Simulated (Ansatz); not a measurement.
# TaAgS3 (model cell, started as cubic perovskite with Ta in the octahedra): a soft mode frozen in, part 2 of 2

Aim: this structure of TaAgS3 (model cell, started as cubic perovskite with Ta in the octahedra) is to be tested for unstable modes, and one is followed downhill.

Ansatz 0.2.0; DFT PBE, scalar-relativistic, plane waves, PAW.

So far, highest frequency on the path or at a solved wavevector (cm⁻¹): step 2 (response at finite wavevector) 502. Also lowest frequency on the path (cm⁻¹): step 2 -181.

The structure was built from a prototype and need not be the compound's stable phase.

### Step 6. Relaxation from the frozen mode

Starting from the lowest point found, all atoms and the cell are let go, so that strain and other modes of the same symmetry can join in.

input.yaml

```yaml
crystal:
  lattice:
    - [4.8116307016, 4.8116307016, 0.0]
    - [4.8116307016, 0.0, 4.8116307016]
    - [4.8116307016, 0.0, -4.8116307016]
  atoms:
    - { symbol: Ag, position: [0.0, 0.5, 0.5] }
    - { symbol: Ag, position: [0.0, 0.0, 0.0] }
    - { symbol: Ta, position: [0.5, 0.25, 0.75] }
    - { symbol: Ta, position: [0.5, 0.75, 0.25] }
    - { symbol: S, position: [0.4118253052, 0.0, 1.0] }
    - { symbol: S, position: [0.5881746948, 0.5, 0.5] }
    - { symbol: S, position: [0.0, -0.0881746948, 0.5] }
    - { symbol: S, position: [0.0, 0.5881746948, 1.0] }
    - { symbol: S, position: [0.5881746948, 0.4118253052, 1.0] }
    - { symbol: S, position: [0.4118253052, 0.0881746948, 0.5] }
kpoints:
  mp_grid: { grid: [8, 8, 8] }
hamiltonian:
  xc: pbe
scf:
  occupations: { method: methfessel_paxton, width: 0.2 }
output:
  forces: true
  stress: true
  eigenvalues: true
relax:
  adjacent_minimum: "off"
  f_tol: 0.002
  max_steps: 120
  cell: { stress_tol: 0.03 }
```

The run is started by

```
> ansatz run input.yaml --threads 8 --pin off --max-ram 14336MiB --backend cpu --events-out ev --progress --plain --runs-dir out
```

Numbers of over 12 decimals in the logs are rounded to 6 here.

Output:

```text
[...]
Crystal: 10 atoms, lattice volume = 222.796 Å³
Basis set: ecut = 420 eV, 4285 PW (Γ), exchange–correlation on 96×96×96 points (8 copies of the dense FFT grid, shifted against one another)
Bands: 60, of which v1, the nominal top of the filled ones, is band 50 counted from 1 (49 counted from 0)
Symmetry: 12 space group operations
[...]
k-points: 65 of 512
[...]
SCF iter   1: F=—  HF=-40462.329031 eV  |F-HF|=—  |Δ(HF+E_count)|=         —  Δρ=3.20e-3  dr2=1.83e-2  ethr=1.77e-3  ⟨swp⟩=5.7  Hψ=13861  notcnv=0
[...]
SCF iter   7: F=-40462.330878 eV  HF=-40462.330878 eV  |F-HF|=8.39e-9  |Δ(HF+E_count)|=   2.60e-7  S|Δr|=    0.00e0  Δρ=2.24e-6  dr2=1.14e-8  ethr=1.00e-10  ⟨swp⟩=8.6  Hψ=15047  notcnv=0
SCF 1 converged in 7 iterations: F = -40462.330878 eV  dr2 = 1.14e-8
[...]
relax step   1: F+E_penalty+E_count = -40462.33087777 eV  Δ(F+E_penalty+E_count) = +0.000e0 eV  max|allowed force component| = 3.348e-1 eV/Å  Δτ_max = 0.0000 Å  P = -5.961 GPa  Ω = 222.796 Å³  (7 SCF iters, dr2 threshold 1.00e-7 eV, accepted)
Crystal: 10 atoms, lattice volume = 199.782 Å³
Basis set: ecut = 420 eV, 3907 PW (Γ), exchange–correlation on 96×96×96 points (8 copies of the dense FFT grid, shifted against one another)
[...]
SCF iter   7: F=-40463.123691 eV  HF=-40463.123691 eV  |F-HF|=1.60e-8  |Δ(HF+E_count)|=   1.71e-6  S|Δr|=    0.00e0  Δρ=6.66e-6  dr2=1.07e-7  ethr=1.00e-9  ⟨swp⟩=9.2  Hψ=16160  notcnv=0
SCF 2 converged in 7 iterations: F = -40463.123691 eV  dr2 = 1.07e-7
relax step   2: F+E_penalty+E_count = -40463.12369138 eV  Δ(F+E_penalty+E_count) = -7.928e-1 eV  max|allowed force component| = 3.166e-1 eV/Å  Δτ_max = 0.1204 Å  P = +2.338 GPa  Ω = 199.782 Å³  energy of the carried Pulay correction = +4.096e-3 eV  (7 SCF iters, dr2 threshold 1.00e-6 eV, accepted)
Crystal: 10 atoms, lattice volume = 200.595 Å³
Basis set: ecut = 420 eV, 3931 PW (Γ), exchange–correlation on 96×96×96 points (8 copies of the dense FFT grid, shifted against one another)
[...]
SCF iter   6: F=-40463.235424 eV  HF=-40463.235423 eV  |F-HF|=7.00e-8  |Δ(HF+E_count)|=   8.13e-7  S|Δr|=    0.00e0  Δρ=9.92e-6  dr2=2.37e-7  ethr=1.00e-9  ⟨swp⟩=7.3  Hψ=15784  notcnv=0
SCF 3 converged in 6 iterations: F = -40463.235424 eV  dr2 = 2.37e-7
relax step   3: F+E_penalty+E_count = -40463.23542352 eV  Δ(F+E_penalty+E_count) = -1.117e-1 eV  max|allowed force component| = 9.881e-2 eV/Å  Δτ_max = 0.0826 Å  P = +1.502 GPa  Ω = 200.595 Å³  energy of the carried Pulay correction = +3.943e-3 eV  (6 SCF iters, dr2 threshold 1.00e-6 eV, accepted)
[...]
relax step   4: F+E_penalty+E_count = -40463.25822883 eV  Δ(F+E_penalty+E_count) = -2.281e-2 eV  max|allowed force component| = 2.466e-2 eV/Å  Δτ_max = 0.0260 Å  P = -0.612 GPa  Ω = 204.723 Å³  energy of the carried Pulay correction = +3.179e-3 eV  (6 SCF iters, dr2 threshold 1.00e-6 eV, accepted)
[...]
relax step   5: F+E_penalty+E_count = -40463.26181293 eV  Δ(F+E_penalty+E_count) = -3.584e-3 eV  max|allowed force component| = 1.014e-3 eV/Å  Δτ_max = 0.0064 Å  P = -0.012 GPa  Ω = 203.460 Å³  energy of the carried Pulay correction = +3.411e-3 eV  (5 SCF iters, dr2 threshold 1.00e-6 eV, accepted)
Basis set: ecut = 420 eV, 3979 PW (Γ), exchange–correlation on 90×90×96 points (8 copies of the dense FFT grid, shifted against one another)
[...]
SCF iter   6: F=-40463.258743 eV  HF=-40463.258743 eV  |F-HF|=7.28e-12  |Δ(HF+E_count)|=  1.46e-10  S|Δr|=    0.00e0  Δρ=9.73e-8  dr2=1.75e-11  ethr=1.00e-12  ⟨swp⟩=3.7  Hψ=16394  notcnv=0
SCF 6 converged in 6 iterations: F = -40463.258743 eV  dr2 = 1.75e-11
relax step   6: F+E_penalty+E_count = -40463.25874297 eV  Δ(F+E_penalty+E_count) = +3.070e-3 eV  max|allowed force component| = 1.013e-3 eV/Å  Δτ_max = 0.0000 Å  P = -0.017 GPa  Ω = 203.460 Å³  stress off target by 2.83e-2 GPa  SCF on the basis re-selected at this cell (its energy is not comparable with the rows above)  (6 SCF iters)
basis re-selected at this cell: Δ(F+E_penalty+E_count) = +3.070e-3 eV, ΔP = -0.005 GPa vs the last step (what re-selecting the basis moved, of the pressure what is left beyond the Pulay correction that the steps carried, after the strain that the cell walked since its last selection, with what the two solves' SCF thresholds leave and, on support functions, any second-order correction that the steps lacked; it is no measure of the basis error at this ecutwfc). The dense FFT grid was sized anew with the basis: this SCF ran on 45×45×48 points, the steps before it on 48×48×48, so part of this shift can come from that change (see relax.cell in the input reference). [rest of the remark cut]
SCF converged after 6 iterations
[...]
Free energy (F): -40463.258743 eV
[...]
Internal energy: -40463.266104 eV  (E = F + TS)
E sigma→0 (E₀):  -40463.260583 eV
Entropy (-TS):   0.007362 eV (0.736 meV/atom)
Fermi energy:    9.157384 eV
[...]
--- Forces (eV/Å), atoms counted from 1 ---
  atom   1  Ag    -0.00000000    -0.00000000     0.00000000
  atom   2  Ag     0.00000000     0.00000000    -0.00000000
  atom   3  Ta    -0.00000000    -0.00000000    -0.00000000
  atom   4  Ta     0.00000000     0.00000000     0.00000000
  atom   5  S     -0.00101331    -0.00101331     0.00000000
  atom   6  S      0.00101331     0.00101331    -0.00000000
  atom   7  S     -0.00101331     0.00000000    -0.00101331
  atom   8  S      0.00101331    -0.00000000     0.00101331
  atom   9  S     -0.00000000     0.00101331    -0.00101331
  atom  10  S      0.00000000    -0.00101331     0.00101331
  max |Σ_I F_I| component: 1.71e-17 eV/Å
--- Stress (GPa, compression-positive) ---
       -0.017052       0.005604       0.005604
        0.005604      -0.017052      -0.005604
        0.005604      -0.005604      -0.017052
  P = ⅓ Tr σ = -0.0171 GPa (-0.171 kbar)
--- Band table (eV; the first three rows and the last of 65) ---
  k-point 0: bands = [... 46 lower, 9.0123, 9.0123, 9.0174, 9.0174, 9.1905, 9.3261, 9.3261, 10.7139, ... 6 higher]
  k-point 1: bands = [... 46 lower, 8.7841, 8.7841, 9.1430, 9.1430, 9.5064, 9.5556, 9.5556, 10.8523, ... 6 higher]
  k-point 2: bands = [... 46 lower, 8.6173, 8.6173, 9.0815, 9.0815, 9.8439, 10.0363, 10.0363, 11.1058, ... 6 higher]
  k-point 64: bands = [... 46 lower, 7.7900, 8.3014, 8.4735, 8.6802, 9.7185, 9.9825, 10.1971, 10.9961, ... 6 higher]
--- Relaxed structure (5 steps of the walk, 5 accepted, 1 SCFs on fresh bases) ---
  F+E_penalty+E_count = -40463.25874297 eV   max|allowed force component| = 1.013e-3 eV/Å   (the final SCF, on the basis selected at the relaxed cell)
  cell:  # Å, volume = 203.4599 Å³
    - [4.567083, 4.567083, 4.163336342344337e-17]
    - [4.567083, 2.7755575615628914e-17, 4.567083]
    - [4.773831, -0.206748, -4.773831]
  atoms:
    - { symbol: Ag, position: [5.963111948670274e-19, 0.500000, 0.500000] }
    - { symbol: Ag, position: [2.1631628654293295e-19, -2.523690009667609e-19, -3.2447442981440216e-19] }
    - { symbol: Ta, position: [0.500000, 0.250000, 0.750000] }
    - { symbol: Ta, position: [0.500000, 0.750000, 0.250000] }
    - { symbol: S, position: [0.384871, 0.0, 1.0] }
    - { symbol: S, position: [0.615129, 0.500000, 0.500000] }
    - { symbol: S, position: [6.938893903907228e-18, -0.115129, 0.500000] }
    - { symbol: S, position: [1.5612511283791264e-17, 0.615129, 1.000000] }
    - { symbol: S, position: [0.615129, 0.384871, 1.000000] }
    - { symbol: S, position: [0.384871, 0.115129, 0.500000] }
```

Run time: 71 s. Hardware: 8 threads of Arm Neoverse N1, shared host; peak memory 1.3 GiB.

The steps of the relaxation:

```csv
step,energy less that of the first step (eV),largest force component (eV/Å),pressure (GPa),volume (Å³)
1,0.0000,0.3348,-5.96,222.80
2,-0.7928,0.3166,2.34,199.78
3,-0.9045,0.0988,1.50,200.60
4,-0.9274,0.0247,-0.61,204.72
5,-0.9309,0.0010,-0.01,203.46
6*,-0.9279,0.0010,-0.02,203.46
```

Relaxation steps marked * repeat the geometry before them on a plane-wave basis chosen anew for their cell, so energy and pressure can jump there.

Forces are held to the 12 operations that the run works with; a distortion that breaks them can't arise in this run.

```
conventional cell, symmetrised  before   after  change
                         a (Å)   6.805   6.459  -5.1 %
                         b (Å)   6.805   6.459  -5.1 %
                         c (Å)  16.668  16.895  +1.4 %
              volume (Å³/atom)   22.28   20.35  -8.7 %
```

The atoms that moved most (Å, as changes of fractional coordinates times the final cell):

```
atom      dx      dy      dz  length
  S9   0.000   0.123  -0.123   0.174
  S5  -0.123  -0.123   0.000   0.174
  S6   0.123   0.123   0.000   0.174
  S7  -0.123   0.000  -0.123   0.174
  S8   0.123   0.000   0.123   0.174
 S10   0.000  -0.123   0.123   0.174
```

Numbers from this step:

| Property | Result |
| --- | --- |
| pressure | -0.01705 GPa |
| volume per atom | 20.35 Å³ |

The distorted start has space group R-3c; the relaxation ends in R-3c.

### Step 7. The new phase in its own primitive cell

The relaxed structure is symmetrised, reduced to its primitive cell and relaxed tightly, as its phonons need.

input.yaml

```yaml
crystal:
  lattice:
    - [3.2294154409, 1.8645038741, 5.6317117271]
    - [-3.2294154409, 1.8645038741, 5.6317117271]
    - [0.0, -3.7290077482, 5.6317117271]
  atoms:
    - { symbol: Ag, position: [0.25, 0.25, 0.25] }
    - { symbol: Ag, position: [0.75, 0.75, 0.75] }
    - { symbol: Ta, position: [0.5, 0.5, 0.5] }
    - { symbol: Ta, position: [0.0, 0.0, 0.0] }
    - { symbol: S, position: [0.1348708225, 0.75, 0.3651291775] }
    - { symbol: S, position: [0.8651291775, 0.25, 0.6348708225] }
    - { symbol: S, position: [0.6348708225, 0.8651291775, 0.25] }
    - { symbol: S, position: [0.3651291775, 0.1348708225, 0.75] }
    - { symbol: S, position: [0.75, 0.3651291775, 0.1348708225] }
    - { symbol: S, position: [0.25, 0.6348708225, 0.8651291775] }
kpoints:
  mp_grid: { grid: [9, 9, 9] }
hamiltonian:
  xc: pbe
scf:
  occupations: { method: methfessel_paxton, width: 0.2 }
output:
  forces: true
  stress: true
  eigenvalues: true
relax:
  adjacent_minimum: "off"
  f_tol: 0.001
  max_steps: 60
  cell: { stress_tol: 0.01 }
```

Output:

```text
[...]
Crystal: 10 atoms, lattice volume = 203.460 Å³
Basis set: ecut = 420 eV, 3979 PW (Γ), exchange–correlation on 96×96×96 points (8 copies of the dense FFT grid, shifted against one another)
Bands: 60, of which v1, the nominal top of the filled ones, is band 50 counted from 1 (49 counted from 0)
Symmetry: 12 space group operations
[...]
k-points: 85 of 729
[...]
- { symbol: Ag, position: [0.75, 0.75, 0.75] }
    - { symbol: Ta, position: [0.5, 0.5, 0.500000] }
    - { symbol: Ta, position: [0, 0, 0] }
    - { symbol: S, position: [0.134804, 0.75, 0.365196] }
    - { symbol: S, position: [0.865196, 0.250000, 0.634804] }
    - { symbol: S, position: [0.634804, 0.865196, 0.250000] }
    - { symbol: S, position: [0.365196, 0.134804, 0.75] }
    - { symbol: S, position: [0.750000, 0.365196, 0.134804] }
    - { symbol: S, position: [0.25, 0.634804, 0.865196] }
[key lines of the parts left out:]
SCF converged after 5 iterations
Free energy (F): -40463.259316 eV
Fermi energy:    9.166566 eV
P = ⅓ Tr σ = -0.0002 GPa (-0.002 kbar)
```

The job ended after 52 s (8 threads; peak memory 1.4 GiB).

Little changed from the start: no atom moved by 0.005 Å and no cell edge by 0.1 %.

Numbers from this step:

```
pressure        : -2.20e-4 GPa
volume per atom : 20.34 Å³
```

The largest force component left is 0.30 meV/Å and the pressure is 0.000 GPa, within the tolerances set. The cell now holds 20.34 Å³/atom.

### Step 8. Modes of the new phase, k-mesh 9×9×9

A relaxed structure may still be a saddle point, so its zone-centre modes are computed. No field response is asked, since the mesh shows no gap.

input.yaml

```yaml
crystal:
  lattice:
    - [3.2296682271, 1.8646498203, 5.6293929076]
    - [-3.2296682271, 1.8646498203, 5.6293929076]
    - [0.0, -3.7292996406, 5.6293929076]
  atoms:
    - { symbol: Ag, position: [0.25, 0.25, 0.25] }
    - { symbol: Ag, position: [0.75, 0.75, 0.75] }
    - { symbol: Ta, position: [0.5, 0.5, 0.5] }
    - { symbol: Ta, position: [0.0, 0.0, 0.0] }
    - { symbol: S, position: [0.1348040694, 0.75, 0.3651959306] }
    - { symbol: S, position: [0.8651959306, 0.25, 0.6348040694] }
    - { symbol: S, position: [0.6348040694, 0.8651959306, 0.25] }
    - { symbol: S, position: [0.3651959306, 0.1348040694, 0.75] }
    - { symbol: S, position: [0.75, 0.3651959306, 0.1348040694] }
    - { symbol: S, position: [0.25, 0.6348040694, 0.8651959306] }
kpoints:
  mp_grid: { grid: [9, 9, 9] }
hamiltonian:
  xc: pbe
scf:
  occupations: { method: methfessel_paxton, width: 0.2 }
output:
  eigenvalues: true
phonons:
  method: dfpt
```

Output:

```text
Engine: ansatz 0.2.0, aarch64-unknown-linux-gnu
Pseudopotentials: kind: paw
Pseudopotential: Ag, paw, valence charge 19, recommended cutoff 420 eV (normal), Ag.paw.azcp
Pseudopotential: Ta, paw, valence charge 13, recommended cutoff 420 eV (normal), Ta.paw.azcp
Pseudopotential: S, paw, valence charge 6, recommended cutoff 420 eV (normal), S.paw.azcp
Functional definition: PBE
  parameter kappa = 0.804
  parameter beta = 0.066725
  exchange = pbe_x(kappa = kappa, mu = beta*pi^2/3)
  correlation = pbe_c(beta = beta)
Crystal: 10 atoms, lattice volume = 203.408 Å³
Basis set: ecut = 420 eV, 3955 PW (Γ), exchange–correlation on 96×96×96 points (8 copies of the dense FFT grid, shifted against one another)
Bands: 60, of which v1, the nominal top of the filled ones, is band 50 counted from 1 (49 counted from 0)
Symmetry: 12 space group operations
k-points: 365 of 729 (irreducible under 1 space group operation, time reversal used)
Non-local potential: Ag, projectors of the file, l = 0: 3, l = 1: 2, l = 2: 2, l = 3: 1
Non-local potential: Ta, projectors of the file, l = 0: 3, l = 1: 2, l = 2: 2, l = 3: 1
Non-local potential: S, projectors of the file, l = 0: 2, l = 1: 2, l = 2: 2
PAW form: soft (Blöchl's): semilocal exchange-correlation on the pseudo side does not see the compensation charge
PAW one-centre angular grid: Ag, 590 points (default); XC on 64 Gauss nodes
PAW one-centre angular grid: Ta, 590 points (default); XC on 64 Gauss nodes
PAW one-centre angular grid: S, 110 points (default); XC on 64 Gauss nodes
Initial density: superposition of atomic densities (neutral atoms: chi_scale 0, normalization atom), corrected by the library's trained network
Initial wavefunctions: pseudopotential atomic-orbital guess
Functional: x = pbe(κ = 0.804, μ = 0.219515), c = pbe(β = 0.066725)
SCF iter   1: F=—  HF=-40463.259526 eV  |F-HF|=—  |Δ(HF+E_count)|=         —  Δρ=3.53e-3  dr2=2.43e-2  ethr=1.77e-3  ⟨swp⟩=5.7  Hψ=78673  notcnv=0
preconditioner: auto → Kerker (q_TF=auto, 2.424 Å⁻¹)  [metal: Δε(μ)=0.039 eV  Ē_g=7.238 eV  σ=0.200 eV  W_gap=0.17  n_scr=58 (ndim 8)  ℏωp=21.5 eV  f_vac=0.000  D(μ)=0.82/eV (n_scr^D=0)]
SCF iter   2: F=—  HF=-40463.259172 eV  |F-HF|=—  |Δ(HF+E_count)|=   3.54e-4  S|Δr|=    0.00e0  Δρ=1.73e-3  dr2=5.87e-3  ethr=2.43e-5  ⟨swp⟩=2.8  Hψ=38288  notcnv=0
SCF iter   3: F=—  HF=-40463.259253 eV  |F-HF|=—  |Δ(HF+E_count)|=   8.14e-5  S|Δr|=    0.00e0  Δρ=4.15e-4  dr2=5.40e-4  ethr=5.87e-6  ⟨swp⟩=1.7  Hψ=29703  notcnv=0
SCF iter   4: F=—  HF=-40463.259266 eV  |F-HF|=—  |Δ(HF+E_count)|=   1.27e-5  S|Δr|=    0.00e0  Δρ=1.38e-4  dr2=4.79e-5  ethr=5.40e-7  ⟨swp⟩=2.3  Hψ=31115  notcnv=0
SCF iter   5: F=—  HF=-40463.259281 eV  |F-HF|=—  |Δ(HF+E_count)|=   1.46e-5  S|Δr|=    0.00e0  Δρ=3.83e-5  dr2=2.41e-6  ethr=4.79e-8  ⟨swp⟩=2.0  Hψ=31093  notcnv=0
SCF iter   6: F=—  HF=-40463.259316 eV  |F-HF|=—  |Δ(HF+E_count)|=   3.56e-5  S|Δr|=    0.00e0  Δρ=8.63e-6  dr2=1.56e-7  ethr=2.41e-9  ⟨swp⟩=2.0  Hψ=30247  notcnv=0
SCF iter   7: F=—  HF=-40463.259316 eV  |F-HF|=—  |Δ(HF+E_count)|=   1.59e-7  S|Δr|=    0.00e0  Δρ=2.06e-6  dr2=8.11e-9  ethr=1.56e-10  ⟨swp⟩=2.0  Hψ=33070  notcnv=0
SCF iter   8: F=—  HF=-40463.259316 eV  |F-HF|=—  |Δ(HF+E_count)|=   6.66e-9  S|Δr|=    0.00e0  Δρ=4.19e-7  dr2=4.05e-10  ethr=8.11e-12  ⟨swp⟩=2.0  Hψ=32750  notcnv=0
SCF iter   9: F=—  HF=-40463.259316 eV  |F-HF|=—  |Δ(HF+E_count)|=  2.91e-10  S|Δr|=    0.00e0  Δρ=9.86e-8  dr2=3.17e-11  ethr=1.00e-12  ⟨swp⟩=2.4  Hψ=32432  notcnv=0
SCF iter  10: F=-40463.259316 eV  HF=-40463.259316 eV  |F-HF|=2.18e-11  |Δ(HF+E_count)|=  2.18e-11  S|Δr|=    0.00e0  Δρ=3.48e-8  dr2=3.50e-12  ethr=1.00e-12  ⟨swp⟩=10.1  Hψ=103075  notcnv=0
SCF 1 converged in 10 iterations: F = -40463.259316 eV  dr2 = 3.50e-12
[...]
DFPT response loops at Γ: preconditioner auto → Kerker (q_TF=auto, 2.424 Å⁻¹) (partly filled bands, converged f_vac=0.000); β = 1.00, the filter's whole step (`scf.mixing.beta` (0.50) is not read by the response loops under this deck's `scf.mixing.preconditioner`; to damp them name `kerker` or `kerker_dos`, under which they read `scf.mixing.beta`, and type it under 1.00, their step now; both keys bind the ground state too); Broyden in place of MSR1
the response loops of the zone centre start from zero, take more passes and end by a threshold: the memory limit or budget leaves too little room for the subspace of the ground state's own states beside the solves, or none could be made (phonons.method)
```

The job ended after 35 min (8 threads; peak memory 10 GiB).

The run was cut off at the time limit after its SCF cycle had converged; no result of it is taken.

The program's message: “Warning: RAYON”

### Step 9. What came out

```
unstable mode of the parent                                                      : q = (-0.5, -0.5, -0.5), 174i cm⁻¹
depth at the lowest point sampled                                                : 188 meV/atom
largest atomic shift at that point                                               : 0.6 Å
space group reached (within 0.01 Å)                                              : R-3c
energy gained over the parent (first relaxation, on the mesh of the frozen mode) : 281 meV/atom
volume per atom, phase reached                                                   : 20.3 Å³
```

In words: Along this mode the structure falls into R-3c, 281 meV/atom below the parent. At the parent's cell the well is 188.4 meV/atom deep on the steps tried, with its lowest point at a shift of 0.6 Å. That is the last step tried, so the steps alone don't bracket the bottom of the well. Relaxing atoms and cell changes the gain by +92.68 meV/atom against the lowest step (energies at zero smearing). The modes of the phase reached were not computed on this path. Of the 6 patterns followed to their end from this parent, this one ends 2.15 meV/atom above the lowest, Imma. Each path keeps the symmetry of its pattern, so a lower phase may lie along a pattern not tried. With no gap, or one that is small against the smearing, the frequencies hang on the k mesh and the smearing, most of all near Kohn anomalies. Spin-orbit coupling is left out, which can matter for the heavy elements here. The starting cell was built on a prototype and not taken from a measurement, so the phase need not exist.

[Logs are printed without paths, hosts, clocks, repeated set-up lines and the standing remarks that a program may print on its own settings, such as how far it seeks lower states.]

[Hosts, paths, dates, database ids (printed as entryN), source tags and the programs' standing remarks are cut or masked in the printed files.]
